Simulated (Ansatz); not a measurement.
# Mg (P6_3/mmc, 2 atoms in the cell): zone-centre modes under pressure, part 2 of 2

Aim: how do the optical modes of Mg (P6_3/mmc, 2 atoms in the cell) move with volume?

Ansatz 0.2.0; DFT PBEsol, scalar-relativistic, plane waves, PAW; PAW set soft_1.

So far. Step 3 (Tight relaxation): The forces vanish by symmetry and the pressure is 0.003 GPa, within the tolerances set. The cell now holds 22.49 Å³/atom.

## Step 4: Zone-centre response at rest

Phonons follow from the second derivative of the energy, found here by linear response.

The modes at rest are the reference of the series.

input.yaml reads:

```yaml
crystal:
  lattice:
    - [3.1908322539, 0.0, 0.0]
    - [-1.595416127, 2.7633417911, 0.0]
    - [0.0, 0.0, 5.1010707134]
  atoms:
    - { symbol: Mg, position: [0.3333333333, 0.6666666667, 0.25] }
    - { symbol: Mg, position: [0.6666666667, 0.3333333333, 0.75] }
kpoints:
  mp_grid: { grid: [15, 15, 8] }
hamiltonian:
  xc: pbesol
  pseudopotentials: { kind: paw, azcp: { folder: soft_1 }, xc_functional: pbe }
scf:
  occupations: { method: methfessel_paxton, width: 0.2 }
output:
  eigenvalues: true
phonons:
  method: dfpt
```

Launch:

```bash
ansatz run input.yaml --threads 4 --pin off --max-ram 10240MiB --backend cpu --events-out ev --progress --plain --runs-dir out
```

Numbers of over 12 decimals in the logs are rounded to 6 here.

What it wrote:

```text
zone centre: on kpoints.mp_grid the ground state, and the responses unless they are solved on pairs of k-points, stand on 320 of the mesh's 1800 k-points, reduced under 4 symmetry operations, with k and −k counted as one. Each operation leaves every solved displacement unchanged or reverses it
[...]
Crystal: 2 atoms, lattice volume = 44.978 Å³
Basis set: ecut = 420 eV, 881 PW (Γ), exchange–correlation on 48×48×72 points (8 copies of the dense FFT grid, shifted against one another)
Bands: 14, of which v1, the nominal top of the filled ones, is band 10 counted from 1 (9 counted from 0)
Symmetry: 24 space group operations
k-points: 320 of 1800 (irreducible under 4 space group operations, time reversal used)
[...]
SCF iter   1: F=—  HF=-3824.135479 eV  |F-HF|=—  |Δ(HF+E_count)|=         —  Δρ=1.41e-2  dr2=1.17e-1  ethr=3.10e-3  ⟨swp⟩=5.0  Hψ=22192  notcnv=0
[...]
SCF iter   7: F=-3824.104957 eV  HF=-3824.104957 eV  |F-HF|=4.55e-12  |Δ(HF+E_count)|=   1.74e-9  S|Δr|=    0.00e0  Δρ=1.09e-7  dr2=2.52e-12  ethr=1.00e-12  ⟨swp⟩=4.5  Hψ=22431  notcnv=0
SCF 1 converged in 7 iterations: F = -3824.104957 eV  dr2 = 2.52e-12
[...]
DFPT response loops at Γ: preconditioner auto → Kerker (q_TF=auto, 2.384 Å⁻¹) (partly filled bands, converged f_vac=0.000); β = 1.00, the filter's whole step (`scf.mixing.beta` (0.50) is not read by the response loops under this deck's `scf.mixing.preconditioner`; to damp them name `kerker` or `kerker_dos`, under which they read `scf.mixing.beta`, and type it under 1.00, their step now; both keys bind the ground state too); Broyden in place of MSR1
SCF converged after 7 iterations
[...]
Free energy (F): -3824.104957 eV
[...]
Internal energy: -3824.103239 eV  (E = F + TS)
E sigma→0 (E₀):  -3824.104527 eV
Entropy (-TS):   -0.001718 eV (-0.859 meV/atom)
Fermi energy:    5.725744 eV
[...]
--- Band table (eV; the first three rows and the last of 320) ---
  k-point 0: bands = [... 6 lower, -36.8119, -36.8119, -1.2830, 4.1010, 4.6377, 16.6092, 16.6092, 16.7311]
  k-point 1: bands = [... 6 lower, -36.8122, -36.8122, -1.1921, 3.0479, 5.8462, 16.6805, 16.6805, 16.7915]
  k-point 2: bands = [... 6 lower, -36.8128, -36.8128, -0.9201, 1.9253, 7.4349, 15.1231, 16.8859, 16.8859]
  k-point 319: bands = [... 6 lower, -36.8190, -36.8190, 3.2962, 3.2962, 8.1825, 8.1825, 9.6610, 9.6610]
--- Phonons (Γ-DFPT): 2 representative perturbations + reference, on 320 of 1800 k-points (Σ response iterations 6) ---
  k mesh reduced under 4 symmetry operations, with k and −k counted as one. Each operation leaves every solved displacement unchanged or reverses it
  ASR residual: 9.489e-5 → 0.000e0 eV/Å²; symmetrization residual: 1.770e-10 eV/Å²
  ASR residual per site (eV/Å²): 9.49e-5 9.49e-5
  Γ frequencies (cm⁻¹): 0.00 0.00 0.00 131.02 131.02 256.27
  non-analytic LO–TO correction: not included (Born effective charges unavailable; polar crystals: no LO–TO splitting at Γ)
```

The job ended after 11 s (4 threads of Arm Neoverse V1, shared host; peak memory 0.71 GiB).

Numbers from this step:

```
sum-rule residual before enforcement                    : 9.49e-5 eV/Å²
point group                                             : 6/mmm
highest optical mode at the zone centre (no LO-TO term) : 256.3 cm⁻¹
lowest optical zone-centre mode                         : 131.0 cm⁻¹
```

Patterns of degenerate modes are one choice out of their space. Modes at Γ:

```
mode  frequency (cm⁻¹)  symmetry
   1               0.0  acoustic
   2               0.0  acoustic
   3               0.0  acoustic
   4             131.0       E2g
   5             131.0       E2g
   6             256.3       B1g
```

Displacements in mode 4 (131.0 cm⁻¹), the largest set to 1:
```
Mg1  0.00  1.00  0.00
Mg2  0.00 -1.00  0.00
```

Displacements in mode 6 (256.3 cm⁻¹), the largest set to 1:
```
Mg1  0.00  0.00 -1.00
Mg2  0.00  0.00  1.00
```

Before it was imposed, the acoustic sum rule was missed by 9.5e-5 eV/Å². Small misses are needed for a sound result but don't prove that mesh and cutoff are converged. The lowest optical mode is real, 131 cm⁻¹.

## Step 5: Relaxation of a member: 1.06 times the volume at rest

The cell is set to 1.06 times the volume at rest, and shape and atoms relax at that volume.

input.yaml, the sections that differ from step 4:

```yaml
crystal:
  lattice:
    - [3.2539930499, 0.0, 0.0]
    - [-1.626996525, 2.818040645, 0.0]
    - [0.0, 0.0, 5.1992645274]
  atoms:
    - { symbol: Mg, position: [0.3333333333, 0.6666666667, 0.25] }
    - { symbol: Mg, position: [0.6666666667, 0.3333333333, 0.75] }
output:
  forces: true
  stress: true
  eigenvalues: true
relax:
  adjacent_minimum: "off"
  f_tol: 0.001
  max_steps: 60
  cell: { stress_tol: 0.01, fix: [volume] }
# kpoints, hamiltonian, scf: as in step 4
# phonons: removed
```

What it wrote:

```text
[...]
Crystal: 2 atoms, lattice volume = 47.677 Å³
Basis set: ecut = 420 eV, 941 PW (Γ), exchange–correlation on 48×48×72 points (8 copies of the dense FFT grid, shifted against one another)
Bands: 14, of which v1, the nominal top of the filled ones, is band 10 counted from 1 (9 counted from 0)
Symmetry: 24 space group operations
[...]
k-points: 135 of 1800
[...]
k-point 134: bands = [... 6 lower, -37.3788, -37.3788, 5.4353, 5.4353, 5.9305, 5.9305, 6.6490, 6.6490]
--- Relaxed structure (3 steps of the walk, 3 accepted, 1 SCFs on fresh bases) ---
[...]
cell:  # Å, volume = 47.6767 Å³
    - [3.254793, 2.8874524676179225e-11, 0]
    - [-1.627396, 2.818733, 0]
    - [0, 0, 5.196710]
  atoms:
    - { symbol: Mg, position: [0.333333, 0.666667, 0.25] }
    - { symbol: Mg, position: [0.666667, 0.333333, 0.750000] }
[key lines of the parts left out:]
SCF converged after 4 iterations
Free energy (F): -3824.087913 eV
Fermi energy:    5.254337 eV
P = ⅓ Tr σ = -1.9296 GPa (-19.296 kbar)
```

It took 4.2 s on 4 threads; peak memory 0.38 GiB; 15 s of CPU time.

Little changed from the start: no atom moved by 0.005 Å and no cell edge by 0.1 %.

Numbers from this step:

```
pressure        : -1.930 GPa
volume per atom : 23.84 Å³
```

The forces vanish by symmetry, at a pressure of -1.93 GPa.

## Step 6: Zone-centre modes of the member: 1.06 times the volume at rest

The zone-centre modes follow for 1.06 times the volume at rest.

input.yaml, the sections that differ from step 5:

```yaml
crystal:
  lattice:
    - [3.2547926742, 0.0, 0.0]
    - [-1.6273963371, 2.8187331399, 0.0]
    - [0.0, 0.0, 5.1967101727]
  atoms:
    - { symbol: Mg, position: [0.3333333333, 0.6666666667, 0.25] }
    - { symbol: Mg, position: [0.6666666667, 0.3333333333, 0.75] }
output:
  eigenvalues: true
phonons:
  method: dfpt
# kpoints, hamiltonian, scf: as in step 5
# relax: removed
```

What it wrote:

```text
[...]
Crystal: 2 atoms, lattice volume = 47.677 Å³
Basis set: ecut = 420 eV, 965 PW (Γ), exchange–correlation on 48×48×72 points (8 copies of the dense FFT grid, shifted against one another)
Bands: 14, of which v1, the nominal top of the filled ones, is band 10 counted from 1 (9 counted from 0)
Symmetry: 24 space group operations
k-points: 320 of 1800 (irreducible under 4 space group operations, time reversal used)
[...]
SCF iter   1: F=—  HF=-3824.117353 eV  |F-HF|=—  |Δ(HF+E_count)|=         —  Δρ=1.37e-2  dr2=1.21e-1  ethr=3.10e-3  ⟨swp⟩=5.0  Hψ=22112  notcnv=0
[...]
SCF iter   7: F=-3824.087913 eV  HF=-3824.087913 eV  |F-HF|=8.64e-12  |Δ(HF+E_count)|=  6.38e-10  S|Δr|=    0.00e0  Δρ=1.81e-7  dr2=7.01e-12  ethr=1.00e-12  ⟨swp⟩=4.7  Hψ=22715  notcnv=0
SCF 1 converged in 7 iterations: F = -3824.087913 eV  dr2 = 7.01e-12
[...]
SCF converged after 7 iterations
[...]
Free energy (F): -3824.087913 eV
[...]
Internal energy: -3824.085851 eV  (E = F + TS)
E sigma→0 (E₀):  -3824.087397 eV
Entropy (-TS):   -0.002062 eV (-1.031 meV/atom)
Fermi energy:    5.254337 eV
[...]
--- Band table (eV; the first three rows and the last of 320) ---
  k-point 0: bands = [... 6 lower, -37.3735, -37.3735, -1.5042, 3.7269, 4.1734, 15.7957, 15.7957, 15.7990]
  k-point 1: bands = [... 6 lower, -37.3737, -37.3737, -1.4167, 2.6791, 5.3726, 15.8619, 15.8619, 15.8671]
  k-point 2: bands = [... 6 lower, -37.3742, -37.3742, -1.1547, 1.5914, 6.9139, 14.3696, 16.0460, 16.0460]
  k-point 319: bands = [... 6 lower, -37.3791, -37.3791, 2.9102, 2.9102, 7.6391, 7.6391, 9.0177, 9.0177]
[...]
ASR residual: 2.406e-4 → 0.000e0 eV/Å²; symmetrization residual: 7.390e-13 eV/Å²
  ASR residual per site (eV/Å²): 2.41e-4 2.41e-4
  Γ frequencies (cm⁻¹): 0.00 0.00 0.00 122.17 122.17 231.44
[...]
```

Elapsed: 11 s, on 4 threads; peak memory 0.73 GiB; 41 s of CPU time.

This step gave:

- sum-rule residual before enforcement: 2.41e-4 eV/Å²
- highest optical mode at the zone centre (no LO-TO term): 231.4 cm⁻¹
- lowest optical zone-centre mode: 122.2 cm⁻¹

Patterns of degenerate modes are one choice out of their space. Modes at Γ:

```
mode  frequency (cm⁻¹)  symmetry
   1               0.0  acoustic
   2               0.0  acoustic
   3               0.0  acoustic
   4             122.2       E2g
   5             122.2       E2g
   6             231.4       B1g
```

The lowest optical mode is real, 122 cm⁻¹, and the highest lies at 231.4 cm⁻¹.

For the highest optical mode at the zone centre (no LO-TO term), step 4 gave 256 cm⁻¹; this run, with volume ratio 1.06, gives 231 cm⁻¹ (-10 %).

## Step 7: Relaxation of a member: 0.9 times the volume at rest

The cell is set to 0.9 times the volume at rest, and shape and atoms relax at that volume.

input.yaml, the sections that differ from step 6:

```yaml
crystal:
  lattice:
    - [3.0793884417, 0.0, 0.0]
    - [-1.5396942209, 2.6668286187, 0.0]
    - [0.0, 0.0, 4.9292727495]
  atoms:
    - { symbol: Mg, position: [0.3333333333, 0.6666666667, 0.25] }
    - { symbol: Mg, position: [0.6666666667, 0.3333333333, 0.75] }
output:
  forces: true
  stress: true
  eigenvalues: true
relax:
  adjacent_minimum: "off"
  f_tol: 0.001
  max_steps: 60
  cell: { stress_tol: 0.01, fix: [volume] }
# kpoints, hamiltonian, scf: as in step 6
# phonons: removed
```

What it wrote:

```text
[...]
Crystal: 2 atoms, lattice volume = 40.480 Å³
Basis set: ecut = 420 eV, 785 PW (Γ), exchange–correlation on 48×48×72 points (8 copies of the dense FFT grid, shifted against one another)
Bands: 14, of which v1, the nominal top of the filled ones, is band 10 counted from 1 (9 counted from 0)
Symmetry: 24 space group operations
[...]
k-points: 135 of 1800
[...]
k-point 134: bands = [... 6 lower, -35.7490, -35.7490, 6.7852, 6.7852, 7.2368, 7.2368, 8.4865, 8.4865]
--- Relaxed structure (2 steps of the walk, 2 accepted, 1 SCFs on fresh bases) ---
[...]
cell:  # Å, volume = 40.4802 Å³
    - [3.079072, 2.886452066840302e-11, 0.0]
    - [-1.539536, 2.666555, 0.0]
    - [0.0, 0.0, 4.930286]
  atoms:
    - { symbol: Mg, position: [0.333333, 0.666667, 0.25] }
    - { symbol: Mg, position: [0.666667, 0.333333, 0.750000] }
[key lines of the parts left out:]
SCF converged after 4 iterations
Free energy (F): -3824.042561 eV
Fermi energy:    6.642324 eV
P = ⅓ Tr σ = 4.8471 GPa (48.471 kbar)
```

Wall time 3.1 s (4 threads); peak memory 0.36 GiB.

Little changed from the start: no atom moved by 0.005 Å and no cell edge by 0.1 %.

Numbers from this step:

| Item | Value |
| --- | --- |
| pressure | 4.847 GPa |
| volume per atom | 20.24 Å³ |

The forces vanish by symmetry, at a pressure of 4.85 GPa.

## Step 8: Modes of this member: 0.9 times the volume at rest

The zone-centre modes follow for 0.9 times the volume at rest.

input.yaml, the sections that differ from step 7:

```yaml
crystal:
  lattice:
    - [3.0790719991, 0.0, 0.0]
    - [-1.5395359996, 2.6665545713, 0.0]
    - [0.0, 0.0, 4.9302859849]
  atoms:
    - { symbol: Mg, position: [0.3333333333, 0.6666666667, 0.25] }
    - { symbol: Mg, position: [0.6666666667, 0.3333333333, 0.75] }
output:
  eigenvalues: true
phonons:
  method: dfpt
# kpoints, hamiltonian, scf: as in step 7
# relax: removed
```

What it wrote:

```text
[...]
Crystal: 2 atoms, lattice volume = 40.480 Å³
Basis set: ecut = 420 eV, 785 PW (Γ), exchange–correlation on 48×48×72 points (8 copies of the dense FFT grid, shifted against one another)
Bands: 14, of which v1, the nominal top of the filled ones, is band 10 counted from 1 (9 counted from 0)
Symmetry: 24 space group operations
k-points: 320 of 1800 (irreducible under 4 space group operations, time reversal used)
[...]
k-point 1: bands = [... 6 lower, -35.7394, -35.7394, -0.7408, 3.7749, 6.7753, 18.2268, 18.2268, 18.5152]
  k-point 2: bands = [... 6 lower, -35.7403, -35.7403, -0.4493, 2.5865, 8.4525, 16.5766, 18.4279, 18.4279]
  k-point 319: bands = [... 6 lower, -35.7495, -35.7495, 4.0524, 4.0524, 9.2257, 9.2257, 10.9038, 10.9038]
[...]
ASR residual: 1.099e-4 → 0.000e0 eV/Å²; symmetrization residual: 2.009e-10 eV/Å²
  ASR residual per site (eV/Å²): 1.10e-4 1.10e-4
  Γ frequencies (cm⁻¹): 0.00 0.00 0.00 147.04 147.04 303.41
[...]
[key lines of the parts left out:]
SCF converged after 7 iterations
Free energy (F): -3824.042561 eV
Fermi energy:    6.642324 eV
```

It took 10 s on 4 threads; peak memory 0.67 GiB; 39 s of CPU time.

Numbers from this step:

```
sum-rule residual before enforcement                    : 1.10e-4 eV/Å²
highest optical mode at the zone centre (no LO-TO term) : 303.4 cm⁻¹
lowest optical zone-centre mode                         : 147.0 cm⁻¹
```

Patterns of degenerate modes are one choice out of their space. Modes at Γ:

```
mode  frequency (cm⁻¹)  symmetry
   1               0.0  acoustic
   2               0.0  acoustic
   3               0.0  acoustic
   4             147.0       E2g
   5             147.0       E2g
   6             303.4       B1g
```

The lowest optical mode is real, 147 cm⁻¹, and the highest lies at 303.4 cm⁻¹.

For the highest optical mode at the zone centre (no LO-TO term), step 4 gave 256 cm⁻¹; this run, with volume ratio 0.9, gives 303 cm⁻¹ (+18 %).

## Step 9: All members side by side

The members are set side by side, also those not shown above.

Each row is one cell with its response, relaxed at fixed volume as far as symmetry leaves anything free; energies are extrapolated to zero smearing, and E0 is that at rest; shape and atoms are relaxed in each cell where symmetry leaves them free; all runs use 15×15×8 k points and Methfessel-Paxton smearing of 0.2 eV. State of the crystal along the series:

```
volume ratio  V (Å³/atom)  pressure (GPa)  E - E0 (meV/atom)  first cell vector (Å)  third cell vector (Å)
         0.9        20.24           4.847              31.09                  3.079                   4.93
        0.92        20.69           3.674              19.18                  3.102                  4.965
        0.94        21.14           2.614              10.41                  3.125                      5
        0.96        21.59           1.655              4.459                  3.147                  5.034
        0.98        22.04          0.7874              1.072                  3.169                  5.068
        0.99        22.26          0.3853             0.2609                   3.18                  5.085
           1        22.49        0.002878                  0                  3.191                  5.101
        1.02        22.94         -0.7071              1.021                  3.212                  5.134
        1.04        23.39          -1.349              3.937                  3.233                  5.166
        1.06        23.84           -1.93              8.565                  3.255                  5.197
```

Each mode is tracked from rest by its pattern, and modes that stay within 0.3 cm⁻¹ of each other stand once; shape and atoms are relaxed in each cell where symmetry leaves them free; all runs use 15×15×8 k points and Methfessel-Paxton smearing of 0.2 eV. Optical modes along the series:

```
V (Å³/atom)  mode 4 E2g (cm⁻¹)  mode 6 B1g (cm⁻¹)
      20.24                147              303.4
      20.69              143.7              293.4
      21.14              140.4              283.6
      21.59              137.2              274.2
      22.04              134.1              265.1
      22.26              132.5              260.6
      22.49                131              256.3
      22.94                128              247.7
      23.39                125              239.3
      23.84              122.2              231.4
```

From cubic fits (parabolas where under five rows exist) of ln ω and P against ln V through the rows within about 4 % of rest: γ = −d ln ω / d ln V and dω/dP = γ ω / B. Slopes at rest:

```
      mode  fitted frequency at rest (cm⁻¹)  Grüneisen parameter γ  dω/dP (cm⁻¹/GPa)
mode 4 E2g                              131                   1.17              4.13
mode 6 B1g                            256.3                    1.7              11.7
```

## Step 10: Outcome

| Item | Value |
| --- | --- |
| members | 10 |
| highest optical mode at the zone centre (no LO-TO term), at rest | 256.3 cm⁻¹ |
| bulk modulus at rest | 37.3 GPa |
| mode 4 E2g, γ | 1.17 |
| mode 6 B1g, γ | 1.70 |

In words: The series spans -1.9 to 4.8 GPa, and the slope at rest gives a bulk modulus of 37 GPa. Among the modes in the table of slopes γ runs from 1.17 (mode 4 E2g) to 1.70 (mode 6 B1g). One k mesh and one cutoff serve the ground states and modes of all volumes. These are harmonic frequencies at zero temperature: anharmonic shifts, linewidths and thermal expansion are left out. With no gap, or one that is small against the smearing, the frequencies hang on the k mesh and the smearing, most of all near Kohn anomalies. The PAW files were made for PBE; the program adapts parts of them to the functional of the run, but their partial waves stay those of PBE, an approximation that was not tested in this session. Only the zone centre was solved, so an instability at another wavevector cannot show here.

[Logs are printed without paths, hosts, clocks, repeated set-up lines and the standing remarks that a program may print on its own settings, such as how far it seeks lower states.]

[Hosts, paths, dates, database ids (printed as entryN), source tags and the programs' standing remarks are cut or masked in the printed files.]
